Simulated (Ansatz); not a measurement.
# How fast states decay through Ba2ScClO3

Wanted: the relaxed cell of Ba2ScClO3, its band edges and its decay constants. It is built by putting Cl for F in the Ba2ScO3F structure of space group I4mm, with the volume rescaled by atomic radii. The parent structure comes from the Materials Project.

Program: Ansatz 0.2.0. Level of theory: r2SCAN DFT, plane waves, PAW files, in the first sound run; inputs show where later runs differ. Results are calculated unless marked as measured.

The structure was built from a prototype and need not be the compound's stable phase.

## Step 1: Starting point

Symmetry: I4mm, No. 107, tetragonal system. Conventional cell: a = 4.255 Å, b = 4.255 Å, c = 13.916 Å, α = 90.00°, β = 90.00°, γ = 90.00°. Nearest to Ba lie 5 O at 2.80 to 2.81 Å and 4 Cl at 3.03 Å. Nearest to Ba lie 1 Cl at 2.74 Å and 8 O at 2.93 to 3.03 Å. Nearest to Sc lie 5 O at 2.08 to 2.14 Å and 1 Cl at 2.46 Å. Nearest to O lie 2 Sc at 2.14 Å and 4 Ba at 2.80 to 2.93 Å. Nearest to O lie 1 Sc at 2.08 Å and 5 Ba at 2.81 to 3.03 Å. Nearest to Cl lie 1 Sc at 2.46 Å and 5 Ba at 2.74 to 3.03 Å. It derives from Ba2ScO3F. Cl for F in the Ba2ScO3F structure of space group I4mm. Farther neighbours and most contacts between anions are not listed.

## Step 2: Cell and atoms at rest

The substituted atoms don't fit the parent's cell, so cell and atoms relax together. A small smearing keeps the run stable in case the gap closes on the way.

input.yaml reads:

```yaml
crystal:
  lattice:
    - [-2.1275032879, 2.1275032879, 6.9577998897]
    - [2.1275032879, -2.1275032879, 6.9577998897]
    - [2.1275032879, 2.1275032879, -6.9577998897]
  atoms:
    - { symbol: Ba, position: [0.63659736, 0.63659736, 0.0] }
    - { symbol: Ba, position: [0.36134556, 0.36134556, 0.0] }
    - { symbol: Sc, position: [0.98739628, 0.98739628, 0.0] }
    - { symbol: O, position: [0.00597757, 0.50597757, 0.5] }
    - { symbol: O, position: [0.50597757, 0.00597757, 0.5] }
    - { symbol: O, position: [0.83817429, 0.83817429, 0.0] }
    - { symbol: Cl, position: [0.16453238, 0.16453238, 0.0] }
kpoints:
  mp_grid: { grid: [8, 8, 8] }
scf:
  occupations: { method: gaussian, width: 0.03 }
hamiltonian:
  xc: r2scan
output:
  forces: true
  stress: true
relax:
  f_tol: 0.02
  max_steps: 60
  cell: {}
```

Command:

```bash
> ansatz run input.yaml --threads 2 --pin off --max-ram 4096MiB --backend cpu --events-out ev --progress --plain --runs-dir out
```

Numbers of over 12 decimals in the logs are rounded to 6 here.

The log of the run:

```text
basis.fft_grid_basis auto: the FFT boxes are laid along the combinations [[1, 0, 1], [0, 1, 1], [0, 0, 1]] of the cell's own vectors, 4.255, 4.255 and 7.580 Å long. The dense box has 32×32×60 points. Along the cell's own vectors, as sized, it would have 60×60×60, 3.52 times as many. Of the 8 symmetry operations that the crystal satisfies within crystal.symmetry.tolerance (time reversal apart; of a slab, those that ke [...]
Engine: ansatz 0.2.0, x86_64-unknown-linux-gnu
Pseudopotentials: kind: paw
Pseudopotential: Ba, paw, valence charge 10, recommended cutoff 500 eV (meta_gga), Ba.paw.azcp
Pseudopotential: Sc, paw, valence charge 11, recommended cutoff 500 eV (meta_gga), Sc.paw.azcp
Pseudopotential: O, paw, valence charge 6, recommended cutoff 500 eV (meta_gga), O.paw.azcp
Pseudopotential: Cl, paw, valence charge 7, recommended cutoff 500 eV (meta_gga), Cl.paw.azcp
Functional definition: r2SCAN
  parameter k0 = 0.174
  parameter k1 = 0.065
  parameter a1 = 4.9479
  exchange = r2scan_x(k0 = k0, k1 = k1, a1 = a1)
  correlation = r2scan_c
Crystal: 7 atoms, lattice volume = 125.972 Å³
Basis set: ecut = 500 eV, 3193 PW (Γ), FFT grids on a1+a3, a2+a3, a3, exchange–correlation on 128×128×240 points (64 copies of the dense FFT grid, shifted against one another)
Bands: 35, of which v1, the nominal top of the filled ones, is band 28 counted from 1 (27 counted from 0)
Symmetry: 8 space group operations
Space group: I4mm (ITA 107), of the structure as read, at distance tolerance 5.0e-5 Å
k-points: 59 of 512 (time reversal used)
Non-local potential: Ba, projectors of the file, l = 0: 3, l = 1: 2, l = 2: 2, l = 3: 2
Non-local potential: Sc, projectors of the file, l = 0: 3, l = 1: 2, l = 2: 3, l = 3: 1
Non-local potential: O, projectors of the file, l = 0: 2, l = 1: 2, l = 2: 1
Non-local potential: Cl, projectors of the file, l = 0: 2, l = 1: 2, l = 2: 2
PAW form: soft (Blöchl's): semilocal exchange-correlation on the pseudo side does not see the compensation charge
PAW frozen core: Ba, regenerated for the run's functional (the file was generated under x = pbe(κ = 0.804, μ = 0.219515), c = pbe(β = 0.066725))
PAW frozen core: Sc, regenerated for the run's functional (the file was generated under x = pbe(κ = 0.804, μ = 0.219515), c = pbe(β = 0.066725))
PAW frozen core: O, regenerated for the run's functional (the file was generated under x = pbe(κ = 0.804, μ = 0.219515), c = pbe(β = 0.066725))
PAW frozen core: Cl, regenerated for the run's functional (the file was generated under x = pbe(κ = 0.804, μ = 0.219515), c = pbe(β = 0.066725))
PAW one-centre angular grid: Ba, 302 points (default); XC on 160 Gauss nodes
PAW one-centre angular grid: Sc, 590 points (default); XC on 160 Gauss nodes
PAW one-centre angular grid: O, 302 points (default); XC on 160 Gauss nodes
PAW one-centre angular grid: Cl, 302 points (default); XC on 160 Gauss nodes
Initial density: superposition of atomic densities (neutral atoms: chi_scale 0, normalization atom), corrected by the library's trained network
Initial wavefunctions: pseudopotential atomic-orbital guess
Functional: x = r2scan, c = r2scan; τ floored in thin density (d = 2e-4 eV/Å³)
SCF iter   1: F=—  HF=-16872.687498 eV  |F-HF|=—  |Δ(HF+E_count)|=         —  Δρ=1.23e-2  dr2=2.58e-1  dr2_τ=1.95e-1  ethr=1.77e-3  ⟨swp⟩=8.6  Hψ=11226  notcnv=0  defer=2
preconditioner: auto → Resta (q_TF=auto, 2.383 Å⁻¹)  ε∞=3.9  [insulator: Δε(μ)=3.435 eV  Ē_g=12.931 eV  σ=0.030 eV  W_gap=1.00  n_scr=32 (ndim 8)  ℏωp=21.9 eV  f_vac=0.016  D(μ)=0.00/eV (n_scr^D=0)  ε∞_Penn≈3.9]
SCF iter   2: F=—  HF=-16872.886800 eV  |F-HF|=—  |Δ(HF+E_count)|=   1.99e-1  Δρ=6.36e-3  dr2=2.22e-2  dr2_τ=1.10e-2  ethr=4.60e-4  ⟨swp⟩=3.0  Hψ=4290  notcnv=0  defer=122
SCF iter   3: F=—  HF=-16872.883459 eV  |F-HF|=—  |Δ(HF+E_count)|=   3.34e-3  Δρ=2.51e-3  dr2=6.70e-3  dr2_τ=4.89e-4  ethr=3.97e-5  ⟨swp⟩=2.0  Hψ=3405  notcnv=0  defer=63
automatic band count: iteration 3 solves 34 bands in place of 35: the levels show a gap, and the empty bands left out lie too high to hold charge; the band table lists the bands solved (type scf.n_extra_bands for more)
SCF iter   4: F=—  HF=-16872.882574 eV  |F-HF|=—  |Δ(HF+E_count)|=   8.85e-4  Δρ=1.52e-3  dr2=2.31e-3  dr2_τ=2.10e-4  ethr=1.20e-5  ⟨swp⟩=2.1  Hψ=2923  notcnv=0  defer=63
SCF iter   5: F=—  HF=-16872.882099 eV  |F-HF|=—  |Δ(HF+E_count)|=   4.75e-4  Δρ=3.87e-4  dr2=1.13e-4  dr2_τ=1.96e-5  ethr=4.12e-6  ⟨swp⟩=2.0  Hψ=3070  notcnv=0  defer=63
SCF iter   6: F=—  HF=-16872.882111 eV  |F-HF|=—  |Δ(HF+E_count)|=   1.18e-5  Δρ=9.48e-5  dr2=8.78e-6  dr2_τ=7.44e-7  ethr=2.01e-7  ⟨swp⟩=2.2  Hψ=3190  notcnv=0  defer=63
SCF iter   7: F=—  HF=-16872.882115 eV  |F-HF|=—  |Δ(HF+E_count)|=   3.93e-6  Δρ=1.27e-5  dr2=1.83e-7  dr2_τ=1.43e-8  ethr=1.57e-8  ⟨swp⟩=2.0  Hψ=3198  notcnv=0  defer=63
SCF iter   8: F=-16872.882115 eV  HF=-16872.882115 eV  |F-HF|=1.41e-9  |Δ(HF+E_count)|=   2.04e-7  Δρ=2.29e-6  dr2=6.88e-9  dr2_τ=4.17e-10  ethr=1.79e-10  ⟨swp⟩=4.0  Hψ=7188  notcnv=0
SCF 1 converged in 8 iterations: F = -16872.882115 eV  dr2 = 6.88e-9
  greatest PAW one-centre occupation: 0.998 electrons in one spin orbital (limit 2), on the Sc atom at site 2 (counted from 0), in its partial waves of l = 1
relax step   1: F+E_penalty+E_count = -16872.88211532 eV  Δ(F+E_penalty+E_count) = +0.000e0 eV  max|allowed force component| = 2.438e0 eV/Å  Δτ_max = 0.0000 Å  P = +2.492 GPa  Ω = 125.972 Å³  (8 SCF iters, dr2 threshold 1.00e-7 eV, accepted)
Crystal: 7 atoms, lattice volume = 127.568 Å³
Basis set: ecut = 500 eV, 3209 PW (Γ), FFT grids on a1+a3, a2+a3, a3, exchange–correlation on 128×128×240 points (64 copies of the dense FFT grid, shifted against one another)
Initial density: handed on by an earlier stage of this run
Initial wavefunctions: those handed on with the density
iter 1 solved again at ethr=6.58e-4 eV; its pass at ethr=3.10e-3 eV (dr2=3.69e-1 eV) is discarded
SCF iter   1: F=—  HF=-16873.110195 eV  |F-HF|=—  |Δ(HF+E_count)|=         —  Δρ=1.09e-2  dr2=3.78e-1  dr2_τ=5.52e-1  ethr=6.58e-4  ⟨swp⟩=1.0  Hψ=11444  notcnv=0
automatic band count: iteration 1 solves 32 bands in place of 35: the levels show a gap, and the empty bands left out lie too high to hold charge; the band table lists the bands solved (type scf.n_extra_bands for more)
preconditioner: auto → Resta (q_TF=auto, 2.378 Å⁻¹)  ε∞=4.2  [insulator: Δε(μ)=3.815 eV  Ē_g=12.184 eV  σ=0.030 eV  W_gap=1.00  n_scr=32 (ndim 8)  ℏωp=21.8 eV  f_vac=0.034  D(μ)=0.00/eV (n_scr^D=0)  ε∞_Penn≈4.2]
[...]
relax step   7: F+E_penalty+E_count = -16873.71706555 eV  Δ(F+E_penalty+E_count) = -5.958e-2 eV  max|allowed force component| = 4.602e-1 eV/Å  Δτ_max = 0.1248 Å  P = +0.998 GPa  Ω = 139.639 Å³  energy of the carried Pulay correction = -3.138e-3 eV  (8 SCF iters, dr2 threshold 7.00e-7 eV, accepted)
relax step   8: F+E_penalty+E_count = -16873.74088544 eV  Δ(F+E_penalty+E_count) = -2.382e-2 eV  max|allowed force component| = 1.628e-1 eV/Å  Δτ_max = 0.0261 Å  P = +0.622 GPa  Ω = 141.053 Å³  energy of the carried Pulay correction = -3.444e-3 eV  (7 SCF iters, dr2 threshold 7.00e-7 eV, accepted)
relax step   9: F+E_penalty+E_count = -16873.73847852 eV  Δ(F+E_penalty+E_count) = +2.407e-3 eV  max|allowed force component| = 2.779e-1 eV/Å  Δτ_max = 0.0357 Å  P = -0.187 GPa  Ω = 142.272 Å³  energy of the carried Pulay correction = -3.706e-3 eV  (7 SCF iters, dr2 threshold 7.00e-7 eV, rejected (line search))
relax step  10: F+E_penalty+E_count = -16873.74572069 eV  Δ(F+E_penalty+E_count) = -4.835e-3 eV  max|allowed force component| = 1.603e-1 eV/Å  Δτ_max = 0.0185 Å  P = -0.074 GPa  Ω = 141.862 Å³  energy of the carried Pulay correction = -3.618e-3 eV  (10 SCF iters, accepted)
relax step  11: F+E_penalty+E_count = -16873.74684360 eV  Δ(F+E_penalty+E_count) = -1.123e-3 eV  max|allowed force component| = 4.145e-2 eV/Å  Δτ_max = 0.0119 Å  P = +0.081 GPa  Ω = 142.129 Å³  energy of the carried Pulay correction = -3.675e-3 eV  (6 SCF iters, dr2 threshold 7.00e-7 eV, accepted)
relax step  12: F+E_penalty+E_count = -16873.74697928 eV  Δ(F+E_penalty+E_count) = -1.357e-4 eV  max|allowed force component| = 1.145e-2 eV/Å  Δτ_max = 0.0037 Å  P = -0.014 GPa  Ω = 142.145 Å³  energy of the carried Pulay correction = -3.679e-3 eV  (5 SCF iters, dr2 threshold 1.07e-7 eV, accepted)
relax step  13: F+E_penalty+E_count = -16873.76896596 eV  Δ(F+E_penalty+E_count) = -2.199e-2 eV  max|allowed force component| = 1.193e-2 eV/Å  Δτ_max = 0.0000 Å  P = +0.212 GPa  Ω = 142.145 Å³  stress off target by 5.65e-1 GPa  SCF on the basis re-selected at this cell (its energy is not comparable with the rows above)  (8 SCF iters)
relax step  14: F+E_penalty+E_count = -16873.77256952 eV  Δ(F+E_penalty+E_count) = -3.604e-3 eV  max|allowed force component| = 3.135e-2 eV/Å  Δτ_max = 0.0161 Å  P = +0.085 GPa  Ω = 143.265 Å³  energy of the carried Pulay correction = -2.457e-4 eV  (6 SCF iters, dr2 threshold 7.00e-7 eV, accepted)
relax step  15: F+E_penalty+E_count = -16873.77295192 eV  Δ(F+E_penalty+E_count) = -3.824e-4 eV  max|allowed force component| = 1.000e-2 eV/Å  Δτ_max = 0.0098 Å  P = -0.008 GPa  Ω = 143.869 Å³  energy of the carried Pulay correction = -3.817e-4 eV  (7 SCF iters, dr2 threshold 1.10e-7 eV, accepted)
iter 1 solved again at ethr=7.78e-7 eV; its pass at ethr=3.10e-3 eV (dr2=4.35e-4 eV) is discarded
SCF iter   1: F=—  HF=-16873.773123 eV  |F-HF|=—  |Δ(HF+E_count)|=         —  Δρ=9.70e-5  dr2=4.20e-7  dr2_τ=8.98e-7  ethr=7.78e-7  ⟨swp⟩=2.8  Hψ=15687  notcnv=0
eigensolver tolerance schedule: the retry pair's looser diagonalisation over-reported the residual by 1037.00 of it (diagonalisation noise at 0.35 of the residual, at the tolerance the schedule requests for it); recorded, not acted on — ethr = c·dr2/N_el stays at c = 1.0e-1
preconditioner: auto → Resta (q_TF=auto, 2.331 Å⁻¹)  ε∞=3.6  [insulator: Δε(μ)=4.195 eV  Ē_g=12.789 eV  σ=0.030 eV  W_gap=1.00  n_scr=34 (ndim 8)  ℏωp=20.5 eV  f_vac=0.089  D(μ)=0.00/eV (n_scr^D=0)  ε∞_Penn≈3.6]
SCF iter   2: F=—  HF=-16873.773302 eV  |F-HF|=—  |Δ(HF+E_count)|=   1.79e-4  Δρ=4.89e-5  dr2=1.08e-7  dr2_τ=1.76e-6  ethr=7.49e-10  ⟨swp⟩=2.8  Hψ=3903  notcnv=0
SCF iter   3: F=—  HF=-16873.773311 eV  |F-HF|=—  |Δ(HF+E_count)|=   8.44e-6  Δρ=7.58e-6  dr2=4.48e-8  dr2_τ=2.32e-8  ethr=1.93e-10  ⟨swp⟩=2.0  Hψ=3639  notcnv=0
SCF iter   4: F=—  HF=-16873.773311 eV  |F-HF|=—  |Δ(HF+E_count)|=   8.69e-8  Δρ=1.38e-6  dr2=1.41e-9  dr2_τ=8.20e-10  ethr=8.00e-11  ⟨swp⟩=2.0  Hψ=3221  notcnv=0
SCF iter   5: F=—  HF=-16873.773311 eV  |F-HF|=—  |Δ(HF+E_count)|=   5.49e-9  Δρ=5.39e-7  dr2=3.54e-10  dr2_τ=3.73e-11  ethr=2.51e-12  ⟨swp⟩=2.0  Hψ=3229  notcnv=0
SCF iter   6: F=—  HF=-16873.773311 eV  |F-HF|=—  |Δ(HF+E_count)|=  4.73e-11  Δρ=3.83e-7  dr2=2.03e-10  dr2_τ=2.49e-11  ethr=1.00e-12  ⟨swp⟩=2.0  Hψ=3245  notcnv=0
SCF iter   7: F=-16873.773311 eV  HF=-16873.773311 eV  |F-HF|=0.00e0  |Δ(HF+E_count)|=  1.46e-11  Δρ=1.04e-7  dr2=1.96e-11  dr2_τ=2.31e-12  ethr=1.00e-12  ⟨swp⟩=3.0  Hψ=7781  notcnv=0
SCF 16 converged in 7 iterations: F = -16873.773311 eV  dr2 = 1.96e-11
relax step  16: F+E_penalty+E_count = -16873.77331074 eV  Δ(F+E_penalty+E_count) = -3.588e-4 eV  max|allowed force component| = 1.006e-2 eV/Å  Δτ_max = 0.0000 Å  P = -0.011 GPa  Ω = 143.869 Å³  stress off target by 1.32e-2 GPa  SCF on the basis re-selected at this cell (its energy is not comparable with the rows above)  (7 SCF iters)
basis re-selected at this cell: Δ(F+E_penalty+E_count) = -3.588e-4 eV, ΔP = -0.003 GPa vs the last step (what re-selecting the basis moved, of the pressure what is left beyond the Pulay correction that the steps carried, after the strain that the cell walked since its last selection, with what the two solves' SCF thresholds leave and, on support functions, any second-order correction that the steps lacked; it is no m [...]
SCF converged after 7 iterations
Free energy (F): -16873.773311 eV
Harris-Foulkes:  -16873.773311 eV  (|F-HF|=0.00e0)
Internal energy: -16873.773311 eV  (E = F + TS)
E sigma→0 (E₀):  -16873.773311 eV
Fermi energy:    8.646148 eV
--- Per-component energies (eV) ---
  E_band       = -296.083312
  E_kinetic    = 1295.123451
  E_local      = -4102.669387  (includes V_loc(G=0)·N_el)
  E_nonlocal   = 360.305442
  E_hartree    = 1646.968837
  E_xc         = -745.895113
  E_vxc        = -899.140220  (∫ρ·V_xc dr)
  E_paw        = -12612.133010  (= ΣΔE_a)
  E_vpaw       = -295.786150  (= ΣTr[D̂ρ^β])
  E_aug_tail   = 0.003026  (compensation charges beyond the density's cutoff)
  E_vtau       = 52.142597  (kinetic-family band-sum trace: ∫τ·v_τ [+ j·A + Jᵃ·Aᵃ] dr)
  E_ewald      = -2715.146666
  E_core_change = -0.329890  (= ΣΔE_core)
  E_smearing   = -0.000000  (= −TS)
  E_closure    = 0.000000  (closes the sum)
  Σ components = -16873.773311   (vs F -16873.773311, Δ=0.00e0)
--- Forces (eV/Å), atoms counted from 1 ---
  atom   1  Ba     0.00000000     0.00000000     0.00387500
  atom   2  Ba    -0.00000000     0.00000000    -0.00008350
  atom   3  Sc    -0.00000000     0.00000000     0.01005164
  atom   4  O     -0.00000000    -0.00000000    -0.00684692
  atom   5  O     -0.00000000    -0.00000000    -0.00684692
  atom   6  O     -0.00000000     0.00000000    -0.00095435
  atom   7  Cl    -0.00000000     0.00000000     0.00074997
  max |Σ_I F_I| component: 5.51e-5 eV/Å
--- Stress (GPa, compression-positive) ---
       -0.013209       0.000000      -0.000000
        0.000000      -0.013209      -0.000000
       -0.000000      -0.000000      -0.006136
  P = ⅓ Tr σ = -0.0109 GPa (-0.109 kbar)
--- Relaxed structure (14 steps of the walk, 13 accepted, 2 SCFs on fresh bases) ---
  F+E_penalty+E_count = -16873.77331074 eV   max|allowed force component| = 1.006e-2 eV/Å   (the final SCF, on the basis selected at the relaxed cell)
  cell:  # Å, volume = 143.8693 Å³
    - [-2.066753, 2.066753, 8.420368]
    - [2.066753, -2.066753, 8.420368]
    - [2.066753, 2.066753, -8.420368]
  atoms:
    - { symbol: Ba, position: [0.600686, 0.600686, 0] }
    - { symbol: Ba, position: [0.369730, 0.369730, 0] }
    - { symbol: Sc, position: [0.979163, 0.979163, 0] }
    - { symbol: O, position: [0.00227928, 0.502279, 0.5] }
    - { symbol: O, position: [0.502279, 0.00227928, 0.5] }
    - { symbol: O, position: [0.864969, 0.864969, 0] }
    - { symbol: Cl, position: [0.180895, 0.180895, 0] }
```

Elapsed: 2 min, on 2 threads of AMD EPYC 9R45, shared host; peak memory 0.88 GiB; 3.9 min of CPU time.

The steps of the relaxation:

```csv
step,energy less that of the first step (eV),largest force component (eV/Å),pressure (GPa),volume (Å³)
1,0.0000,2.4383,2.49,125.97
2,-0.4130,1.1514,1.53,127.57
3,-0.4683,1.4720,3.24,128.77
4,-0.5885,0.4548,0.54,130.87
5,-0.6388,0.4283,-0.04,132.68
6,-0.7754,0.0860,0.44,136.13
7,-0.8350,0.4602,1.00,139.64
8,-0.8588,0.1628,0.62,141.05
9,-0.8564,0.2779,-0.19,142.27
10,-0.8636,0.1603,-0.07,141.86
11,-0.8647,0.0414,0.08,142.13
12,-0.8649,0.0115,-0.01,142.14
13*,-0.8869,0.0119,0.21,142.14
14,-0.8905,0.0314,0.09,143.26
15,-0.8908,0.0100,-0.01,143.87
16*,-0.8912,0.0101,-0.01,143.87
```

Relaxation steps marked * repeat the geometry before them on a plane-wave basis chosen anew for their cell, so energy and pressure can jump there. Relaxation step 9 was tried and not accepted.

Forces are held to the 8 operations that the run works with; a distortion that breaks them can't arise in this run.

```
     cell as run  before   after   change
           a (Å)   7.580   8.913  +17.6 %
           b (Å)   7.580   8.913  +17.6 %
           c (Å)   7.580   8.913  +17.6 %
           α (°)  147.40  153.19   +3.9 %
           β (°)  147.40  153.19   +3.9 %
           γ (°)   46.77   38.29  -18.1 %
volume (Å³/atom)   18.00   20.55  +14.2 %
```

The atoms that moved most (Å, as changes of fractional coordinates times the final cell):

| atom | dx | dy | dz | length |
| --- | --- | --- | --- | --- |
| Ba1 | 0.000 | 0.000 | -0.605 | 0.605 |
| O6 | 0.000 | 0.000 | 0.451 | 0.451 |
| Cl7 | 0.000 | 0.000 | 0.276 | 0.276 |
| Ba2 | 0.000 | 0.000 | 0.141 | 0.141 |
| Sc3 | 0.000 | 0.000 | -0.139 | 0.139 |
| O4 | 0.000 | 0.000 | -0.062 | 0.062 |
| O5 | 0.000 | 0.000 | -0.062 | 0.062 |

This step gave:

```yaml
free_energy: -16873.7733 eV
fermi_energy: 8.646 eV
pressure: -0.01085 GPa
```

The largest force component on a free atom ends at 0.010 eV/Å.

[end of part 1 of 4]

[Logs are printed without paths, hosts, clocks, repeated set-up lines and the standing remarks that a program may print on its own settings, such as how far it seeks lower states.]

[Hosts, paths, dates, database ids (printed as entryN), source tags and the programs' standing remarks are cut or masked in the printed files.]
